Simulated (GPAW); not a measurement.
**Optical response of CuNiAu**

Aim: the dielectric function of CuNiAu, and the optical constants that follow from it.

Calculated with GPAW 26.7.0; DFT, RPBE, plane-wave PAW (GPAW data sets), scalar-relativistic, RPA, optical limit.

This is a report of a sequence of runs, with most program output left out.

**1. Starting point**

Symmetry: P3m1, No. 156, trigonal system. The conventional cell has a = 2.746 Å, b = 2.746 Å, c = 6.341 Å, α = 90.00°, β = 90.00°, γ = 120.00°. Au has 3 Ni at 2.71 Å and 3 Cu at 2.74 Å and 6 Au at 2.75 Å nearest. Nearest to Cu lie 3 Ni at 2.48 Å and 3 Au at 2.74 Å and 6 Cu at 2.75 Å. Nearest to Ni lie 3 Cu at 2.48 Å and 3 Au at 2.71 Å and 6 Ni at 2.75 Å. Farther neighbours are not listed.

Coordinates:

```cif
data_structure
_symmetry_space_group_name_H-M 'P3m1'
_symmetry_Int_Tables_number 156
_cell_length_a 2.7458
_cell_length_b 2.7458
_cell_length_c 6.3410
_cell_angle_alpha 90.000
_cell_angle_beta 90.000
_cell_angle_gamma 120.000
_cell_volume 41.40
loop_
_atom_site_label
_atom_site_type_symbol
_atom_site_symmetry_multiplicity
_atom_site_Wyckoff_symbol
_atom_site_fract_x
_atom_site_fract_y
_atom_site_fract_z
_atom_site_occupancy
Au1 Au 1 b 0.33333 0.66667 0.99786 1
Cu1 Cu 1 a 0.00000 0.00000 0.35092 1
Ni1 Ni 1 c 0.66667 0.33333 0.65122 1
```

**2. Ground state**

First the ground state: is it a metal or has it a gap?

This step: DFT, RPBE, plane-wave PAW (GPAW data sets), scalar-relativistic, ground state (GPAW 26.7.0).

Contents of gs.py:

```python
from ase import Atoms
from ase.dft.bandgap import bandgap
from gpaw import GPAW, PW, FermiDirac

atoms = Atoms(['Au', 'Cu', 'Ni'],
              cell=[[2.745822910558, 0.000000000000, 0.000000000000],
                    [-1.372911455279, 2.377952394836, 0.000000000000],
                    [0.000000000000, 0.000000000000, 6.340979116800]],
              scaled_positions=[[0.333333333333, 0.666666666667, 0.997856000000],
                                [0.000000000000, 0.000000000000, 0.350923000000],
                                [0.666666666667, 0.333333333333, 0.651221000000]],
              pbc=[True, True, True])
atoms.set_initial_magnetic_moments([0.0, 0.6, 1.0])
atoms.calc = GPAW(mode=PW(400), xc='RPBE', kpts={'size': (9, 9, 4), 'gamma': True},
                  occupations=FermiDirac(0.05), maxiter=150, txt='gs.txt')
print('energy (eV)', atoms.get_potential_energy())
print('Fermi level (eV)', atoms.calc.get_fermi_level())
print('valence electrons', atoms.calc.get_number_of_electrons())
print('gap (eV)', bandgap(atoms.calc, output=None)[0])
print('direct gap (eV)', bandgap(atoms.calc, direct=True, output=None)[0])
print('moments', atoms.get_magnetic_moments().round(3).tolist())
atoms.calc.write('gs.gpw')
```

Launch:

```bash
OMP_NUM_THREADS=1 python gs.py
```

Elapsed: 65 s, on 1 thread of Arm Neoverse V1, shared host; peak memory 0.18 GiB.

This step gave:

```
energy       : -11.96 eV
Fermi energy : 8.516 eV
electrons    : 38
site moments : -0.001, 0, 0.299 μB
```

There are states at the Fermi level within the smearing, so the occupations stay smeared and the carriers get a Drude term.

**3. Bands for the response**

At the fixed density, many empty bands are solved on the mesh of the response, since the spectrum sums over them.

This step: DFT, RPBE, plane-wave PAW (GPAW data sets), scalar-relativistic, bands at fixed density (GPAW 26.7.0).

Contents of nscf.py:

```python
from ase.dft.bandgap import bandgap
from gpaw import GPAW, FermiDirac

calc = GPAW('gs.gpw').fixed_density(kpts={'size': (17, 17, 7), 'gamma': True}, nbands=47, convergence={'bands': 41},
                                    occupations=FermiDirac(0.05), txt='nscf.txt')
print('gap (eV)', bandgap(calc, output=None)[0])
print('direct gap (eV)', bandgap(calc, direct=True, output=None)[0])
print('top band over the Fermi level (eV)', min(calc.get_eigenvalues(kpt=k)[40] for k in range(len(calc.get_ibz_k_points()))) - calc.get_fermi_level())
calc.write('full.gpw', mode='all')
```

Launch:

```bash
OMP_NUM_THREADS=1 python nscf.py
```

It took 6.3 min on 1 thread; peak memory 0.45 GiB.

**4. Dielectric function, RPA**

Local fields let the induced charge screen the field inside the cell, which as a rule lowers ε, most along directions where the density is uneven.

This step: DFT, RPBE, plane-wave PAW (GPAW data sets), scalar-relativistic, RPA, optical limit (GPAW 26.7.0).

Contents of df.py:

```python
from gpaw.response.df import DielectricFunction

df = DielectricFunction('full.gpw', frequencies={'type': 'nonlinear', 'domega0': 0.03, 'omega2': 8},
                        ecut=30,
                        eta=0.15,
                        nbands=41,
                        rate=0.03,
                        txt='df.txt')
for direction in ['x', 'z']:
    df.get_dielectric_function(xc='RPA', direction=direction, filename=f'df_{direction}.csv')
```

Launch:

```bash
OMP_NUM_THREADS=1 python df.py
```

The job ended after 61 s (1 thread; peak memory 0.34 GiB).

Sum at mesh points, not converged in k. Im ε against photon energy; read off at these points:

| photon energy (eV) | E ∥ x | E ∥ z |
| --- | --- | --- |
| 0.5 | 55.4 | 71.8 |
| 1.0 | 38.1 | 29.8 |
| 1.5 | 25.3 | 17.4 |
| 2.0 | 15.4 | 14.3 |
| 2.5 | 12.3 | 11.3 |
| 3.0 | 9.06 | 8.66 |
| 3.5 | 7.19 | 8.23 |
| 4.0 | 7.03 | 7.18 |
| 4.5 | 5.90 | 5.53 |
| 5.0 | 5.56 | 5.03 |
| 5.5 | 4.97 | 4.48 |
| 6.0 | 4.34 | 4.19 |
| 6.5 | 3.83 | 3.80 |
| 7.0 | 3.33 | 3.36 |
| 7.5 | 3.15 | 2.84 |
| 8.0 | 2.63 | 2.52 |
| 8.5 | 2.64 | 2.42 |
| 9.0 | 2.36 | 2.19 |
| 9.5 | 2.22 | 2.06 |
| 10.0 | 1.97 | 2.12 |
| 10.5 | 1.90 | 2.06 |
| 11.0 | 1.83 | 1.94 |
| 11.5 | 1.66 | 1.88 |
| 12.0 | 1.60 | 1.82 |
| 12.5 | 1.66 | 1.68 |
| 13.0 | 1.63 | 1.53 |
| 13.5 | 1.56 | 1.47 |
| 14.0 | 1.49 | 1.45 |
| 14.5 | 1.36 | 1.31 |
| 15.0 | 1.29 | 1.24 |
| 15.5 | 1.14 | 1.15 |
| 16.0 | 1.09 | 1.04 |
| 16.5 | 1.07 | 0.945 |
| 17.0 | 0.956 | 0.913 |
| 17.5 | 0.946 | 0.880 |
| 18.0 | 0.888 | 0.786 |
| 18.5 | 0.866 | 0.820 |
| 19.0 | 0.832 | 0.790 |
| 19.5 | 0.768 | 0.724 |
| 20.0 | 0.785 | 0.758 |
| 20.5 | 0.815 | 0.748 |
| 21.0 | 0.861 | 0.764 |
| 21.5 | 0.972 | 0.798 |
| 22.0 | 0.844 | 0.827 |
| 22.5 | 0.804 | 0.762 |
| 23.0 | 0.736 | 0.707 |
| 23.5 | 0.675 | 0.603 |
| 24.0 | 0.646 | 0.551 |
| 24.5 | 0.557 | 0.491 |

Values under 1 per cm are given as 1; sum at mesh points, not converged in k. Absorption coefficient against photon energy:

| photon energy (eV) | E ∥ x (1/cm) | E ∥ z (1/cm) |
| --- | --- | --- |
| 1.01 | 5.8e5 | 5.8e5 |
| 1.99 | 7.4e5 | 6.5e5 |
| 3.02 | 8.6e5 | 7.6e5 |
| 3.98 | 8.6e5 | 8.8e5 |
| 4.98 | 9.7e5 | 9.1e5 |
| 6.02 | 1.1e6 | 9.8e5 |
| 6.99 | 1.1e6 | 1.0e6 |
| 8.03 | 1.1e6 | 1.0e6 |
| 9.02 | 1.1e6 | 1.0e6 |
| 10.03 | 1.1e6 | 1.1e6 |
| 11.03 | 1.1e6 | 1.1e6 |
| 12.02 | 1.1e6 | 1.2e6 |
| 13.00 | 1.2e6 | 1.2e6 |
| 14.04 | 1.2e6 | 1.2e6 |
| 14.96 | 1.2e6 | 1.2e6 |
| 16.03 | 1.2e6 | 1.1e6 |
| 16.96 | 1.1e6 | 1.1e6 |
| 18.05 | 1.1e6 | 9.9e5 |
| 18.97 | 1.1e6 | 1.0e6 |
| 20.06 | 1.0e6 | 9.8e5 |
| 20.95 | 1.1e6 | 1.0e6 |
| 22.02 | 1.3e6 | 1.2e6 |
| 23.01 | 1.2e6 | 1.2e6 |
| 24.04 | 1.2e6 | 1.0e6 |

Sum at mesh points, not converged in k. Loss function −Im 1/ε at q → 0 against energy loss; read off at these points:

| energy loss (eV) | E ∥ x | E ∥ z |
| --- | --- | --- |
| 1.0 | 0.0197 | 0.0188 |
| 2.0 | 0.0483 | 0.0614 |
| 3.0 | 0.0813 | 0.101 |
| 4.0 | 0.133 | 0.129 |
| 5.0 | 0.167 | 0.187 |
| 6.0 | 0.208 | 0.229 |
| 7.0 | 0.267 | 0.281 |
| 8.0 | 0.344 | 0.376 |
| 9.0 | 0.395 | 0.450 |
| 10.0 | 0.482 | 0.472 |
| 11.0 | 0.538 | 0.516 |
| 12.0 | 0.627 | 0.550 |
| 13.0 | 0.612 | 0.653 |
| 14.0 | 0.671 | 0.691 |
| 15.0 | 0.775 | 0.806 |
| 16.0 | 0.911 | 0.964 |
| 17.0 | 1.03 | 1.06 |
| 18.0 | 1.08 | 1.18 |
| 19.0 | 1.10 | 1.12 |
| 19.3 | 1.14 | 1.15 |
| 20.0 | 1.04 | 1.04 |
| 21.0 | 0.939 | 1.000 |
| 22.0 | 1.11 | 1.04 |
| 23.0 | 1.27 | 1.29 |
| 24.0 | 1.44 | 1.51 |
| 24.5 | 1.64 | 1.60 |

Sum at mesh points, not converged in k. The Im ε, E ∥ x by photon energy; read off at these points:

| photon energy (eV) | without local fields | with local fields |
| --- | --- | --- |
| 0.5 | 55.4 | 55.4 |
| 1.0 | 38.1 | 38.1 |
| 1.5 | 25.3 | 25.3 |
| 2.0 | 15.4 | 15.4 |
| 2.5 | 12.3 | 12.3 |
| 3.0 | 9.07 | 9.06 |
| 3.5 | 7.21 | 7.19 |
| 4.0 | 7.04 | 7.03 |
| 4.5 | 5.91 | 5.90 |
| 5.0 | 5.58 | 5.56 |
| 5.5 | 4.97 | 4.97 |
| 6.0 | 4.34 | 4.34 |
| 6.5 | 3.83 | 3.83 |
| 7.0 | 3.33 | 3.33 |
| 7.5 | 3.15 | 3.15 |
| 8.0 | 2.63 | 2.63 |
| 8.5 | 2.64 | 2.64 |
| 9.0 | 2.36 | 2.36 |
| 9.5 | 2.23 | 2.22 |
| 10.0 | 1.98 | 1.97 |
| 10.5 | 1.90 | 1.90 |
| 11.0 | 1.83 | 1.83 |
| 11.5 | 1.67 | 1.66 |
| 12.0 | 1.60 | 1.60 |
| 12.5 | 1.67 | 1.66 |
| 13.0 | 1.64 | 1.63 |
| 13.5 | 1.56 | 1.56 |
| 14.0 | 1.50 | 1.49 |
| 14.5 | 1.37 | 1.36 |
| 15.0 | 1.30 | 1.29 |
| 15.5 | 1.15 | 1.14 |
| 16.0 | 1.10 | 1.09 |
| 16.5 | 1.08 | 1.07 |
| 17.0 | 0.969 | 0.956 |
| 17.5 | 0.959 | 0.946 |
| 18.0 | 0.895 | 0.888 |
| 18.5 | 0.871 | 0.866 |
| 19.0 | 0.834 | 0.832 |
| 19.5 | 0.769 | 0.768 |
| 20.0 | 0.784 | 0.785 |
| 20.5 | 0.815 | 0.815 |
| 21.0 | 0.862 | 0.861 |
| 21.5 | 0.973 | 0.972 |
| 22.0 | 0.843 | 0.844 |
| 22.5 | 0.804 | 0.804 |
| 23.0 | 0.739 | 0.736 |
| 23.5 | 0.679 | 0.675 |
| 24.0 | 0.650 | 0.646 |
| 24.5 | 0.559 | 0.557 |

Sum at mesh points, not converged in k. Table of reflectivity at normal incidence by photon energy; read off at these points:

| photon energy (eV) | E ∥ x (%) | E ∥ z (%) |
| --- | --- | --- |
| 0.5 | 90.4 | 86.8 |
| 1.0 | 74.3 | 77.5 |
| 1.5 | 71.0 | 65.5 |
| 2.0 | 63.6 | 57.0 |
| 2.5 | 59.0 | 52.1 |
| 3.0 | 56.6 | 49.4 |
| 3.5 | 47.9 | 43.4 |
| 4.0 | 43.3 | 43.9 |
| 4.5 | 44.6 | 44.2 |
| 5.0 | 39.9 | 37.6 |
| 5.5 | 39.2 | 37.1 |
| 6.0 | 37.9 | 33.7 |
| 6.5 | 37.0 | 34.5 |
| 7.0 | 35.2 | 31.9 |
| 7.5 | 34.6 | 32.8 |
| 8.0 | 31.7 | 28.5 |
| 8.5 | 28.8 | 26.5 |
| 9.0 | 28.8 | 23.6 |
| 9.5 | 27.0 | 21.5 |
| 10.0 | 25.9 | 20.7 |
| 10.5 | 22.6 | 20.7 |
| 11.0 | 22.5 | 19.4 |
| 11.5 | 20.9 | 19.4 |
| 12.0 | 18.1 | 20.1 |
| 12.5 | 18.4 | 19.9 |
| 13.0 | 18.2 | 19.4 |
| 13.5 | 18.5 | 17.8 |
| 14.0 | 18.9 | 18.6 |
| 14.5 | 18.5 | 17.9 |
| 15.0 | 17.9 | 17.6 |
| 15.5 | 17.3 | 16.8 |
| 16.0 | 15.5 | 16.4 |
| 16.5 | 16.0 | 14.9 |
| 17.0 | 14.4 | 13.1 |
| 17.5 | 13.6 | 12.4 |
| 18.0 | 12.8 | 11.7 |
| 18.5 | 11.8 | 9.95 |
| 19.0 | 11.1 | 10.2 |
| 19.5 | 9.87 | 8.63 |
| 20.0 | 8.53 | 7.99 |
| 20.5 | 8.40 | 7.86 |
| 21.0 | 8.24 | 7.53 |
| 21.5 | 10.2 | 8.23 |
| 22.0 | 11.7 | 9.43 |
| 22.5 | 11.9 | 10.3 |
| 23.0 | 12.0 | 11.3 |
| 23.5 | 11.9 | 11.0 |
| 24.0 | 12.3 | 10.3 |
| 24.5 | 12.5 | 9.94 |

From ε follow the optical constants at some laser and lamp lines:

| wavelength (nm) | n x | k x | R (%) x | 1/α x | n z | k z | R (%) z | 1/α z |
| --- | --- | --- | --- | --- | --- | --- | --- | --- |
| 1064 | 3.21 | 5.268 | 71.8 | 16 nm | 2.38 | 4.910 | 73.2 | 17 nm |
| 633 | 2.09 | 3.735 | 64.4 | 13 nm | 2.25 | 3.222 | 57.0 | 16 nm |
| 450 | 1.79 | 3.010 | 57.5 | 12 nm | 1.93 | 2.686 | 51.2 | 13 nm |
| 405 | 1.56 | 2.755 | 55.8 | 12 nm | 1.72 | 2.419 | 48.1 | 13 nm |
| 365 | 1.53 | 2.395 | 49.6 | 12 nm | 1.83 | 2.205 | 43.1 | 13 nm |
| 308 | 1.64 | 2.147 | 43.4 | 11 nm | 1.64 | 2.175 | 43.9 | 11 nm |
| 193 | 1.16 | 1.669 | 37.6 | 9.2 nm | 1.22 | 1.591 | 34.5 | 9.7 nm |

A polished face would reflect 58 % of daylight and look light grey (CIE x = 0.322, y = 0.335 under D65).

**5. Results**

What this shows: At this level (RPBE, RPA) CuNiAu is a metal. The mesh is too coarse to trust the carriers' weight, the reflectivity or the colour to better than tens of per cent. A polished face would reflect 58 % of daylight and look light grey (CIE x = 0.322, y = 0.335 under D65). The carriers' damping of 0.03 eV is typed, not computed; it shapes the response at the lowest energies. Spin-orbit coupling is left out although heavy atoms are present. The magnetic state comes from one start and need not be the lowest. In this version of GPAW the matrix elements of the optical limit are incomplete, which can lower ε − 1 by up to a tenth where first-row anions or d states rule, and shift it by more in d metals. GPAW's carrier term has the form −ωp²/(ω + i·rate)², which damps like twice the rate and fails at low energy, so the curves leave the lowest energies out. The sum runs over mesh points 0.16 Å⁻¹ apart with no interpolation, so peaks are partly noise of the mesh, and the Drude plasma energy, a sum over the Fermi surface, isn't converged.

[Machine, clock and banner lines and Python warnings are left out of the logs.]

[Logs are printed without paths, hosts, clocks, repeated set-up lines and the standing remarks that a program may print on its own settings, such as how far it seeks lower states.]

[Hosts, paths, dates, database ids (printed as entryN), source tags and the programs' standing remarks are cut or masked in the printed files.]
